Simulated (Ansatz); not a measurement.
# The perfect armchair germanene nanoribbon (N = 9, H edges), part 3 of 3

What gap, if any, does the armchair germanene nanoribbon (N = 9, H edges) have, and how does it change under strain?

Ansatz 0.2.0; DFT PBE, plane waves, PAW; relaxation of a wire's period (the session's first sound run).

So far, band gap (eV): step 3 (the perfect wire) 0.323; step 4 (relaxing the atoms, period over the relaxed period 0.96, k-mesh …) 0.240; step 5 (relaxing the atoms, period over the relaxed period 0.98, k-mesh …) 0.285.

### Step 6. At a strained period, period over the relaxed period 1.02

Level of this step: DFT PBE, plane waves, PAW; relaxation at a fixed period (Ansatz).

The period is set to 1.02 times the relaxed one and the atoms relax within it: strain changes bond lengths and angles, which shifts the bands against each other. Against the first PBE run of this kind, the mesh along the wire has 9 points against 12.

The cell differs from the one that the last finished run ended in (c 6.864 → 7.144 Å).

File input.yaml:

```yaml
crystal:
  lattice:
    - [25.966, 0.0, 0.0]
    - [0.0, 7.67, 0.0]
    - [0.0, 0.0, 7.1437832043]
  atoms:
    - { symbol: Ge, position: [0.191482202, 0.546362582, 0.005605669] }
    - { symbol: Ge, position: [0.344410096, 0.542221409, 0.99944458] }
    - { symbol: Ge, position: [0.5, 0.543278901, 0.99930474] }
    - { symbol: Ge, position: [0.655589904, 0.542221409, 0.99944458] }
    - { symbol: Ge, position: [0.808517798, 0.546362582, 0.005605669] }
    - { symbol: Ge, position: [0.191482202, 0.453637418, 0.327727664] }
    - { symbol: Ge, position: [0.344410096, 0.457778591, 0.333888753] }
    - { symbol: Ge, position: [0.5, 0.456721099, 0.334028594] }
    - { symbol: Ge, position: [0.655589904, 0.457778591, 0.333888753] }
    - { symbol: Ge, position: [0.808517798, 0.453637418, 0.327727664] }
    - { symbol: H, position: [0.14092258, 0.503997408, 0.435529771] }
    - { symbol: H, position: [0.85907742, 0.503997408, 0.435529771] }
    - { symbol: Ge, position: [0.266884104, 0.545119273, 0.49969523] }
    - { symbol: Ge, position: [0.422438715, 0.545212849, 0.500596123] }
    - { symbol: Ge, position: [0.577561285, 0.545212849, 0.500596123] }
    - { symbol: Ge, position: [0.733115896, 0.545119273, 0.49969523] }
    - { symbol: Ge, position: [0.266884104, 0.454880727, 0.833638103] }
    - { symbol: Ge, position: [0.422438715, 0.454787151, 0.83273721] }
    - { symbol: Ge, position: [0.577561285, 0.454787151, 0.83273721] }
    - { symbol: Ge, position: [0.733115896, 0.454880727, 0.833638103] }
    - { symbol: H, position: [0.14092258, 0.496002592, 0.897803562] }
    - { symbol: H, position: [0.85907742, 0.496002592, 0.897803562] }
kpoints:
  mp_grid: { grid: [1, 1, 9] }
  band_path: { path: ["Γ", Z], npoints: 90 }
scf:
  occupations: { method: fermi_dirac, width: 0.05 }
hamiltonian:
  xc: pbe
relax:
  max_steps: 40
  f_tol: 0.02
output:
  stress: true
```

On the command line:

```
$ ansatz run input.yaml --threads 4 --pin off --max-ram 16384MiB --backend cpu --events-out ev --progress --plain --runs-dir out
```

Numbers of over 12 decimals in the logs are rounded to 6 here.

Output:

```text
[...]
Crystal: 22 atoms, lattice volume = 1422.750 Å³
Basis set: ecut = 420 eV, 27745 PW (Γ), exchange–correlation on 360×108×96 points (8 copies of the dense FFT grid, shifted against one another)
Bands: 154, of which v1, the nominal top of the filled ones, is band 128 counted from 1 (127 counted from 0)
Symmetry: 4 space group operations
[...]
- { symbol: H, position: [0.857670, 0.504421, 0.424928] }
[...]
- { symbol: Ge, position: [0.268287, 0.455058, 0.832131] }
    - { symbol: Ge, position: [0.422860, 0.455470, 0.831664] }
    - { symbol: Ge, position: [0.577140, 0.455470, 0.831664] }
    - { symbol: Ge, position: [0.731713, 0.455058, 0.832131] }
    - { symbol: H, position: [0.142330, 0.495579, 0.908405] }
    - { symbol: H, position: [0.857670, 0.495579, 0.908405] }
[key lines of the parts left out:]
SCF converged after 7 iterations
Free energy (F): -77362.575199 eV
Fermi energy:    -0.745804 eV
P = ⅓ Tr σ = -0.1162 GPa (-1.162 kbar)
```

Elapsed: 1.9 min, on 4 threads of Intel Xeon 6975P-C (Granite Rapids), shared host; peak memory 11 GiB.

Relaxation path:

| step | energy less that of the first step (eV) | largest force component (eV/Å) |
| --- | --- | --- |
| 1 | 0.0000 | 0.1884 |
| 2 | -0.0277 | 0.0628 |
| 3 | -0.0311 | 0.0286 |
| 4 | -0.0315 | 0.0093 |

Forces are held to the 4 operations that the run works with; a distortion that breaks them can't arise in this run.

The atoms that moved most (Å):

| atom | dx | dy | dz | length |
| --- | --- | --- | --- | --- |
| H21 | 0.037 | -0.003 | 0.076 | 0.084 |
| H22 | -0.037 | -0.003 | 0.076 | 0.084 |
| H11 | 0.037 | 0.003 | -0.076 | 0.084 |
| H12 | -0.037 | 0.003 | -0.076 | 0.084 |
| Ge5 | -0.063 | -0.005 | 0.017 | 0.065 |
| Ge1 | 0.063 | -0.005 | 0.017 | 0.065 |
| Ge10 | -0.063 | 0.005 | -0.017 | 0.065 |
| Ge6 | 0.063 | 0.005 | -0.017 | 0.065 |

The relaxed structure:

```cif
data_structure
_symmetry_space_group_name_H-M 'P 1'
_symmetry_Int_Tables_number 1
_cell_length_a 25.9660
_cell_length_b 7.6700
_cell_length_c 7.1438
_cell_angle_alpha 90.000
_cell_angle_beta 90.000
_cell_angle_gamma 90.000
_cell_volume 1422.75
loop_
_atom_site_label
_atom_site_type_symbol
_atom_site_fract_x
_atom_site_fract_y
_atom_site_fract_z
_atom_site_occupancy
Ge1 Ge 0.19389 0.54565 0.00801 1
Ge2 Ge 0.34527 0.54219 0.00068 1
Ge3 Ge 0.50000 0.54292 0.00037 1
Ge4 Ge 0.65473 0.54219 0.00068 1
Ge5 Ge 0.80611 0.54565 0.00801 1
Ge6 Ge 0.19389 0.45435 0.32532 1
Ge7 Ge 0.34527 0.45781 0.33265 1
Ge8 Ge 0.50000 0.45708 0.33296 1
Ge9 Ge 0.65473 0.45781 0.33265 1
Ge10 Ge 0.80611 0.45435 0.32532 1
H11 H 0.14233 0.50442 0.42493 1
H12 H 0.85767 0.50442 0.42493 1
Ge13 Ge 0.26829 0.54494 0.50120 1
Ge14 Ge 0.42286 0.54453 0.50167 1
Ge15 Ge 0.57714 0.54453 0.50167 1
Ge16 Ge 0.73171 0.54494 0.50120 1
Ge17 Ge 0.26829 0.45506 0.83213 1
Ge18 Ge 0.42286 0.45547 0.83166 1
Ge19 Ge 0.57714 0.45547 0.83166 1
Ge20 Ge 0.73171 0.45506 0.83213 1
H21 H 0.14233 0.49558 0.90840 1
H22 H 0.85767 0.49558 0.90840 1
```

The gap is 0.362 eV, against 0.323 eV under PBE at the relaxed period.

### Step 7. Strain along the wire, period over the relaxed period 1.04

The period is set to 1.04 times the relaxed one and the atoms relax within it: strain changes bond lengths and angles, which shifts the bands against each other. Against the first PBE run of this kind, the mesh along the wire has 9 points against 12.

The cell differs from the one that the last finished run ended in (c 7.144 → 7.284 Å).

Edit input.yaml of step 6 so:

```diff
@@ -4,3 +4,3 @@
     - [0.0, 7.67, 0.0]
-    - [0.0, 0.0, 7.1437832043]
+    - [0.0, 0.0, 7.2838573848]
   atoms:
```

Output:

```text
[...]
Crystal: 22 atoms, lattice volume = 1450.647 Å³
Basis set: ecut = 420 eV, 28371 PW (Γ), exchange–correlation on 360×108×100 points (8 copies of the dense FFT grid, shifted against one another)
Bands: 154, of which v1, the nominal top of the filled ones, is band 128 counted from 1 (127 counted from 0)
Symmetry: 4 space group operations
[...]
- { symbol: H, position: [0.856346, 0.503783, 0.415546] }
[...]
- { symbol: Ge, position: [0.269404, 0.455827, 0.831082] }
    - { symbol: Ge, position: [0.423227, 0.455868, 0.830746] }
    - { symbol: Ge, position: [0.576773, 0.455868, 0.830746] }
    - { symbol: Ge, position: [0.730596, 0.455827, 0.831082] }
    - { symbol: H, position: [0.143654, 0.496217, 0.917787] }
    - { symbol: H, position: [0.856346, 0.496217, 0.917787] }
[key lines of the parts left out:]
SCF converged after 7 iterations
Free energy (F): -77362.407651 eV
Fermi energy:    -0.821262 eV
P = ⅓ Tr σ = -0.3249 GPa (-3.249 kbar)
```

Run time: 1.9 min. Hardware: 4 threads; peak memory 11 GiB; 7.7 min of CPU time.

Step by step:

| step | energy less that of the first step (eV) | largest force component (eV/Å) |
| --- | --- | --- |
| 1 | 0.0000 | 0.3184 |
| 2 | -0.0944 | 0.1160 |
| 3 | -0.1068 | 0.0530 |
| 4 | -0.1084 | 0.0192 |

Forces are held to the 4 operations that the run works with; a distortion that breaks them can't arise in this run.

The atoms that moved most (Å):

| atom | dx | dy | dz | length |
| --- | --- | --- | --- | --- |
| H21 | 0.071 | 0.002 | 0.146 | 0.162 |
| H22 | -0.071 | 0.002 | 0.146 | 0.162 |
| H11 | 0.071 | -0.002 | -0.146 | 0.162 |
| H12 | -0.071 | -0.002 | -0.146 | 0.162 |
| Ge5 | -0.117 | -0.002 | 0.036 | 0.122 |
| Ge1 | 0.117 | -0.002 | 0.036 | 0.122 |
| Ge10 | -0.117 | 0.002 | -0.036 | 0.122 |
| Ge6 | 0.117 | 0.002 | -0.036 | 0.122 |

Final coordinates:

```xyz
22
Lattice="25.9660 0.0000 0.0000 0.0000 7.6700 0.0000 0.0000 0.0000 7.2839" Properties=species:S:1:pos:R:3
Ge    5.0892    4.1887    0.0766
Ge    8.9851    4.1561    7.2953
Ge   12.9830    4.1601    7.2924
Ge   16.9809    4.1561    7.2953
Ge   20.8768    4.1887    0.0766
Ge    5.0892    3.4813    2.3514
Ge    8.9851    3.5139    2.4165
Ge   12.9830    3.5099    2.4194
Ge   16.9809    3.5139    2.4165
Ge   20.8768    3.4813    2.3514
H     3.7301    3.8640    3.0268
H    22.2359    3.8640    3.0268
Ge    6.9954    4.1738    3.6583
Ge   10.9895    4.1735    3.6608
Ge   14.9765    4.1735    3.6608
Ge   18.9706    4.1738    3.6583
Ge    6.9954    3.4962    6.0535
Ge   10.9895    3.4965    6.0510
Ge   14.9765    3.4965    6.0510
Ge   18.9706    3.4962    6.0535
H     3.7301    3.8060    6.6850
H    22.2359    3.8060    6.6850
```

The electronic bands at the labelled points (eV, zero at the Fermi level; v1 is the highest filled band, c1 the lowest empty one):

| point | v4 | v3 | v2 | v1 | c1 | c2 | c3 | c4 |
| --- | --- | --- | --- | --- | --- | --- | --- | --- |
| Γ | -0.89 | -0.65 | -0.31 | -0.20 | 0.20 | 0.39 | 0.50 | 0.63 |
| halfway | -0.97 | -0.93 | -0.84 | -0.65 | 0.66 | 0.84 | 0.94 | 1.11 |
| Z | -1.46 | -1.20 | -1.17 | -1.04 | 0.84 | 0.99 | 1.05 | 1.34 |

The gap is 0.397 eV, against 0.323 eV under PBE at the relaxed period.

### Step 8. At a strained period, period over the relaxed period 1.06

The period is set to 1.06 times the relaxed one and the atoms relax within it: strain changes bond lengths and angles, which shifts the bands against each other. Against the first PBE run of this kind, the mesh along the wire has 9 points against 12.

The cell differs from the one that the last finished run ended in (c 7.284 → 7.424 Å).

Edit input.yaml of step 7 so:

```diff
@@ -4,3 +4,3 @@
     - [0.0, 7.67, 0.0]
-    - [0.0, 0.0, 7.2838573848]
+    - [0.0, 0.0, 7.4239315653]
   atoms:
```

Output:

```text
[...]
Crystal: 22 atoms, lattice volume = 1478.544 Å³
Basis set: ecut = 420 eV, 28899 PW (Γ), exchange–correlation on 360×108×100 points (8 copies of the dense FFT grid, shifted against one another)
Bands: 154, of which v1, the nominal top of the filled ones, is band 128 counted from 1 (127 counted from 0)
Symmetry: 4 space group operations
[...]
- { symbol: H, position: [0.855001, 0.503781, 0.406198] }
[...]
- { symbol: Ge, position: [0.270632, 0.455502, 0.830020] }
    - { symbol: Ge, position: [0.423630, 0.455908, 0.829987] }
    - { symbol: Ge, position: [0.576370, 0.455908, 0.829987] }
    - { symbol: Ge, position: [0.729368, 0.455502, 0.830020] }
    - { symbol: H, position: [0.144999, 0.496219, 0.927135] }
    - { symbol: H, position: [0.855001, 0.496219, 0.927135] }
[key lines of the parts left out:]
SCF converged after 6 iterations
Free energy (F): -77362.139386 eV
Fermi energy:    -0.890149 eV
P = ⅓ Tr σ = -0.5011 GPa (-5.011 kbar)
```

Run time: 2 min. Hardware: 4 threads; peak memory 11 GiB.

The electronic bands at the labelled points (eV, zero at the Fermi level; v1 is the highest filled band, c1 the lowest empty one):

| point | v4 | v3 | v2 | v1 | c1 | c2 | c3 | c4 |
| --- | --- | --- | --- | --- | --- | --- | --- | --- |
| Γ | -0.86 | -0.67 | -0.27 | -0.23 | 0.21 | 0.38 | 0.49 | 0.49 |
| halfway | -0.93 | -0.90 | -0.83 | -0.62 | 0.67 | 0.83 | 0.95 | 1.08 |
| Z | -1.38 | -1.18 | -1.13 | -1.02 | 0.85 | 0.99 | 1.03 | 1.25 |

The gap is 0.433 eV, against 0.323 eV under PBE at the relaxed period.

### Step 9. The series together

Times are for 4 threads of Intel Xeon 6975P-C (Granite Rapids), shared host. Results by setting:

| no. | period over the relaxed period | free energy less the lowest (eV) | pressure (GPa) | band gap (eV) | time | memory (GiB) |
| --- | --- | --- | --- | --- | --- | --- |
| 1 | 0.96 | 0.1888 | 0.5786 | 0.2396 | 1.8 min | 10 |
| 2 | 0.98 | 0.004654 | 0.3484 | 0.2854 | 1.7 min | 10 |
| 3 | 1.02 | 0 | -0.1162 | 0.3615 | 1.9 min | 11 |
| 4 | 1.04 | 0.1675 | -0.3249 | 0.3973 | 1.9 min | 11 |
| 5 | 1.06 | 0.4358 | -0.5011 | 0.4326 | 2 min | 11 |

### Step 10. Summary of results

| Quantity | Value |
| --- | --- |
| cell length, PBE | 7.004 Å |
| gap, PBE | 0.323 eV |
| gap, period scaled by 0.96 | 0.240 eV |
| gap, period scaled by 0.98 | 0.285 eV |
| gap, period scaled by 1.02 | 0.362 eV |
| gap, period scaled by 1.04 | 0.397 eV |
| gap, period scaled by 1.06 | 0.433 eV |

Under PBE the cell's length is 7.00 Å, and a gap of 0.32 eV makes it a semiconductor. Strain matters: under PBE the gap goes from 0.32 eV to 0.240 eV at 0.96 times the period, 0.285 eV at 0.98 times the period, 0.362 eV at 1.02 times the period, 0.397 eV at 1.04 times the period and 0.433 eV at 1.06 times the period. Where the gap is under about 0.35 eV, the smearing of 0.05 eV partly fills the band edges in the SCF.

[Logs are printed without paths, hosts, clocks, repeated set-up lines and the standing remarks that a program may print on its own settings, such as how far it seeks lower states.]

[Hosts, paths, dates, database ids (printed as entryN), source tags and the programs' standing remarks are cut or masked in the printed files.]
